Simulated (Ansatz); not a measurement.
# YPO4 (I4_1/amd): a many-body input that goes wrong, and its mend

What is wrong with this input for YPO4 (I4_1/amd)?

Program: Ansatz 0.2.0. Level of theory: G0W0 on r2SCAN, plane waves, PAW. Values are calculated unless marked as measured.

## 1. Starting point

It takes space group I4_1/amd (No. 141, tetragonal). Conventional cell: a = 6.895 Å, b = 6.895 Å, c = 6.028 Å, α = 90.00°, β = 90.00°, γ = 90.00°. Nearest to Y lie 8 O at 2.31 to 2.38 Å. Nearest to P lie 4 O at 1.54 Å. Nearest to O lie 1 P at 1.54 Å and 2 Y at 2.31 to 2.38 Å. Farther neighbours, and contacts between anions beyond the nearest, are not listed.

The cell and positions come from the Crystallography Open Database and are kept as given unless a step says otherwise. The default PAW set here is soft_2. Its files were made with PBE.

## 2. First try

input.yaml reads:

```yaml
crystal:
  lattice:
    - [-3.44735, 3.44735, 3.0138]
    - [3.44735, -3.44735, 3.0138]
    - [3.44735, 3.44735, -3.0138]
  atoms:
    - { symbol: "Y", position: [0.75, 0.25, 0.5] }
    - { symbol: "Y", position: [0.0, 0.0, 0.0] }
    - { symbol: P, position: [0.5, 0.5, 0.0] }
    - { symbol: P, position: [0.25, 0.75, 0.5] }
    - { symbol: O, position: [0.1661, 0.3408, 0.8253] }
    - { symbol: O, position: [0.0908, 0.7655, 0.6747] }
    - { symbol: O, position: [0.5155, 0.3408, 0.1747] }
    - { symbol: O, position: [0.0908, 0.4161, 0.3253] }
    - { symbol: O, position: [0.5839, 0.9092, 0.6747] }
    - { symbol: O, position: [0.6592, 0.8339, 0.1747] }
    - { symbol: O, position: [0.2345, 0.9092, 0.3253] }
    - { symbol: O, position: [0.6592, 0.4845, 0.8253] }
kpoints:
  mp_grid: { grid: [2, 2, 2] }
hamiltonian:
  xc: r2scan
scf:
  occupations: { method: fixed }
  max_iter: 5
gw:
  n_empty_bands: 151
  ecut_chi: 60
  qp_bands: [v4, c4]
  qp_kpoints: band_edges
  screening: { model: contour_deformation }
```

Launch:

```console
$ ansatz run input.yaml --threads 2 --pin off --max-ram 73728MiB --backend cuda --events-out ev --progress --plain --runs-dir out --devices 1 --max-vram 13GiB
```

Output:

```text
GPUs: using 1 of 1 available (devices: 1).
Engine: ansatz 0.2.0, x86_64-unknown-linux-gnu
Pseudopotentials: kind: paw
Pseudopotential: Y, paw, valence charge 11, recommended cutoff 500 eV (meta_gga), Y.paw.azcp
Pseudopotential: P, paw, valence charge 5, recommended cutoff 500 eV (meta_gga), P.paw.azcp
Pseudopotential: O, paw, valence charge 6, recommended cutoff 500 eV (meta_gga), O.paw.azcp
Functional definition: r2SCAN
  parameter k0 = 0.174
  parameter k1 = 0.065
  parameter a1 = 4.9479
  exchange = r2scan_x(k0 = k0, k1 = k1, a1 = a1)
  correlation = r2scan_c
device memory: the entry about to start is reckoned to put 2.5 GiB on a device that reports 43.6 GiB free (of which the cap on the GPU budget leaves the run 13.0 GiB)
GPU FFT provider: cuFFT
GPU libraries: cuBLAS 13.8.2, cuFFT 12.4.0, cuSOLVER 12.3.4
Crystal: 12 atoms, lattice volume = 143.267 Å³
Basis set: ecut = 500 eV, 3683 PW (Γ), exchange–correlation on 180×180×180 points (64 copies of the dense FFT grid, shifted against one another)
Bands: 52, of which v1, the nominal top of the filled ones, is band 40 counted from 1 (39 counted from 0)
Symmetry: 16 space group operations
Space group: I41/amd (ITA 141), of the structure as read, at distance tolerance 5.2e-5 Å
k-points: 4 of 8
Non-local potential: Y, projectors of the file, l = 0: 3, l = 1: 2, l = 2: 2, l = 3: 1
Non-local potential: P, projectors of the file, l = 0: 2, l = 1: 2, l = 2: 2
Non-local potential: O, projectors of the file, l = 0: 2, l = 1: 2, l = 2: 1
PAW form: soft (Blöchl's): semilocal exchange-correlation on the pseudo side does not see the compensation charge
PAW frozen core: Y, regenerated for the run's functional (the file was generated under x = pbe(κ = 0.804, μ = 0.219515), c = pbe(β = 0.066725))
PAW frozen core: P, regenerated for the run's functional (the file was generated under x = pbe(κ = 0.804, μ = 0.219515), c = pbe(β = 0.066725))
PAW frozen core: O, regenerated for the run's functional (the file was generated under x = pbe(κ = 0.804, μ = 0.219515), c = pbe(β = 0.066725))
PAW one-centre angular grid: Y, 590 points (default); XC on 160 Gauss nodes
PAW one-centre angular grid: P, 302 points (default); XC on 160 Gauss nodes
PAW one-centre angular grid: O, 302 points (default); XC on 160 Gauss nodes
Initial density: superposition of atomic densities (neutral atoms: chi_scale 0, normalization atom), corrected by the library's trained network
Initial wavefunctions: pseudopotential atomic-orbital guess
GPU buffer pool allocated for 91125 grid points (all kernels)
GPU transforms: local potential and band sums: pruned to the plane-wave sphere, on 45×45×45
Functional: x = r2scan, c = r2scan; τ floored in thin density (d = 2e-4 eV/Å³)
SCF iter   1: F=—  HF=-13805.011285 eV  |F-HF|=—  |Δ(HF+E_count)|=         —  Δρ=9.43e-3  dr2=1.34e-1  dr2_τ=1.06e0  ethr=1.77e-3  ⟨swp⟩=5.0  Hψ=836  notcnv=0  defer=37
preconditioner: auto → Resta (q_TF=auto, 2.476 Å⁻¹)  ε∞=3.3  [insulator: Δε(μ)=6.929 eV  Ē_g=17.912 eV  n_scr=42 (ndim 8)  ℏωp=27.0 eV  f_vac=0.037  ε∞_Penn≈3.3]
SCF iter   2: F=—  HF=-13805.284837 eV  |F-HF|=—  |Δ(HF+E_count)|=   2.74e-1  Δρ=5.32e-3  dr2=2.67e-2  dr2_τ=3.20e-3  ethr=1.67e-4  ⟨swp⟩=3.0  Hψ=403  notcnv=0  defer=40
SCF iter   3: F=—  HF=-13805.280158 eV  |F-HF|=—  |Δ(HF+E_count)|=   4.68e-3  Δρ=1.34e-3  dr2=1.90e-3  dr2_τ=3.24e-4  ethr=3.34e-5  ⟨swp⟩=13.0  Hψ=1562  notcnv=0
SCF iter   4: F=—  HF=-13805.280088 eV  |F-HF|=—  |Δ(HF+E_count)|=   7.01e-5  Δρ=2.50e-4  dr2=5.93e-5  dr2_τ=1.23e-5  ethr=2.37e-6  ⟨swp⟩=6.5  Hψ=1120  notcnv=0
SCF iter   5: F=—  HF=-13805.280111 eV  |F-HF|=—  |Δ(HF+E_count)|=   2.34e-5  Δρ=4.72e-5  dr2=3.74e-6  dr2_τ=4.03e-7  ethr=7.42e-8  ⟨swp⟩=4.2  Hψ=893  notcnv=0
Error: did not converge after 5 iterations: dr2 = 3.74e-6 (threshold 1.00e-7), under the density mixer `msr1`, which `scf.mixing.algorithm: auto` chose by the deck's other keys (type `scf.mixing.algorithm: msr1` to keep it); at k-index 0, counted from 0 in this SCF's own list of k-points, the highest band that the last eigensolve's fill by count filled, 6.353541 eV, and the lowest that it left empty, 13.173218 eV, la [...]
```

Run time: 6.6 s. Hardware: 1 × NVIDIA H100 80GB HBM3 (shared by 6 runs) with 2 threads of AMD EPYC 7R13 (Zen 3), shared host; peak memory 0.91 GiB; 5 s of CPU time.

**What went wrong?**

Residual by cycle:

cycle, log10 residual and a bar from the least value:
```
        1       -0.9 ##############################
        2       -1.6 #########################
        3       -2.7 ##################
        4       -4.2 ########
        5       -5.4
```

No converged result was reached; the numbers in the log don't describe the system.

After 5 cycles the residual stands at 3.7e-6. The cap of 5 cycles in the input ended the loop.

The program's message: “Error: did not converge after 5 iterations: dr2 = 3.74e-6 (threshold 1.00e-7), under the density mixer `msr1`, which `scf.mixing.algorithm: auto` chose by the deck's other keys (type `scf.mixing.algor …”

The fault: too few SCF iterations. The ground state must converge before anything is built on it.

## 3. A better input

G0W0 replaces the xc potential by the self-energy, built once from these orbitals. Only a window of levels is corrected, while the sums run over the empty bands that the input names.

input.yaml, as its differences from that of step 2:

```diff
@@ -19,3 +19,3 @@
 kpoints:
-  mp_grid: { grid: [2, 2, 2] }
+  mp_grid: { grid: [4, 4, 4] }
 hamiltonian:
@@ -24,6 +24,5 @@
   occupations: { method: fixed }
-  max_iter: 5
 gw:
-  n_empty_bands: 151
-  ecut_chi: 60
+  n_empty_bands: 597
+  ecut_chi: 150
   qp_bands: [v4, c4]
```

Output:

```text
GPUs: using 1 of 1 available (devices: 1).
[...]
GPU FFT provider: cuFFT
GPU libraries: cuBLAS 13.8.2, cuFFT 12.4.0, cuSOLVER 12.3.4
Crystal: 12 atoms, lattice volume = 143.267 Å³
Basis set: ecut = 500 eV, 3683 PW (Γ), exchange–correlation on 180×180×180 points (64 copies of the dense FFT grid, shifted against one another)
Bands: 52, of which v1, the nominal top of the filled ones, is band 40 counted from 1 (39 counted from 0)
[... 1 set-up line as in the run before ...]
[...]
k-points: 13 of 64
[...]
GPU buffer pool allocated for 91125 grid points (all kernels)
[...]
SCF iter   1: F=—  HF=-13805.026890 eV  |F-HF|=—  |Δ(HF+E_count)|=         —  Δρ=9.31e-3  dr2=1.30e-1  dr2_τ=1.05e0  ethr=1.77e-3  ⟨swp⟩=5.1  Hψ=2777  notcnv=0  defer=109
[...]
0    37      5.8342   -26.2451     4.2721   -20.8813  0.7969     4.7317     4.7425  root
     0    38      5.8530   -26.2066     4.1018   -21.0613  0.8004     4.8003     4.8095  root
     0    39      5.8530   -26.2066     4.1018   -21.0613  0.8004     4.8003     4.8095  root
     0    40      6.3509   -26.6698     4.2135   -21.4320  0.7988     5.3176     5.3266  root
     0    41     13.1732    -9.1664    -4.4524   -14.9036  0.8428    14.4702    14.4580  root
     0    42     13.2587    -9.2650    -4.0151   -14.2762  0.8542    14.2603    14.2548  root
     0    43     13.9975    -9.0464    -4.9958   -15.4667  0.8360    15.4406    15.4220  root
     0    44     14.4016    -9.4952    -4.5113   -15.2710  0.8441    15.6775    15.6662  root
[...]
11    41     13.3703    -8.9995    -4.5379   -14.8140  0.8434    14.6592    14.6470  root
    11    42     13.3703    -8.9995    -4.5379   -14.8140  0.8434    14.6592    14.6470  root
    11    43     14.1142    -9.8595    -4.5374   -15.7116  0.8438    15.4413    15.4289  root
    11    44     14.1142    -9.8595    -4.5374   -15.7116  0.8438    15.4413    15.4289  root
[key lines of the parts left out:]
SCF converged after 7 iterations
Free energy (F): -13805.296116 eV
Fermi energy:    6.350937 eV
```

Run time: 1.7 min. Hardware: 1 × NVIDIA H100 80GB HBM3 (shared by 6 runs) with 2 threads; peak memory 2.7 GiB.

Read from the output:

| Item | Value |
| --- | --- |
| bands summed | 637 |
| RPA ε∞ on this mesh (eigenvalues) | 2.805, 2.805, 3.134 |
| plane waves in the screening matrix | 603 |
| q-points in the mesh | 64 |
| G0W0 gap on the mesh | 8.867 eV |
| k of the valence top | 0, 0, 0 |
| k of the conduction bottom | 0, 0, 0.25 |
| starting gap on the mesh | 6.630 eV |
| Z at the valence top | 0.7988 |
| Z at the conduction bottom | 0.8473 |
| least direct G0W0 gap on the computed points | 8.928 eV |

The gap on the mesh goes from 6.63 eV to 8.87 eV, a correction of +2.24 eV. Between the two edge states, bare exchange in place of the xc potential would open the gap by 10.88 eV, and correlation takes back 8.64 eV.

## 4. Summary of results

* first try: not converged after 6.6 s
* better run: G0W0 gap on the mesh 8.87 eV (4×4×4 mesh, 597 empty bands, screening to 150 eV)

**Reading.** The second run differs in: mesh, empty bands, screening cutoff (eV) and iteration cap. Bands and cutoff are finite, so the gap stands short of the basis limit, usually by up to a few tenths of an eV; the mesh is an error of its own. The many-body steps are scalar-relativistic: spin-orbit coupling is not in them.

[Long decimals in the printed logs are rounded to 6 places.]

[Logs are printed without paths, hosts, clocks, repeated set-up lines and the standing remarks that a program may print on its own settings, such as how far it seeks lower states.]

[Paths, hosts, dates, memory and timing lines, banners, echoed tables and standing remarks are left out of the program output; an Ansatz launch command may be rebuilt from the run's recorded settings. Measured values are a selection of at most five: reports struck by readers or far from the other reports are left out. None is set beside runs whose start may be inverted or whose files or cutoffs have a known fault.]

[Runs of the session that timed out or met a known fault of the program may be left out.]

[Cells called generated may have been cut or substituted from an entry of the Crystallography Open Database or the Materials Project.]

[Hosts, paths, dates, database ids (printed as entryN), source tags and the programs' standing remarks are cut or masked in the printed files.]

[Where the starting crystal was built by hand or by swapping elements, it need not be the compound's stable phase.]
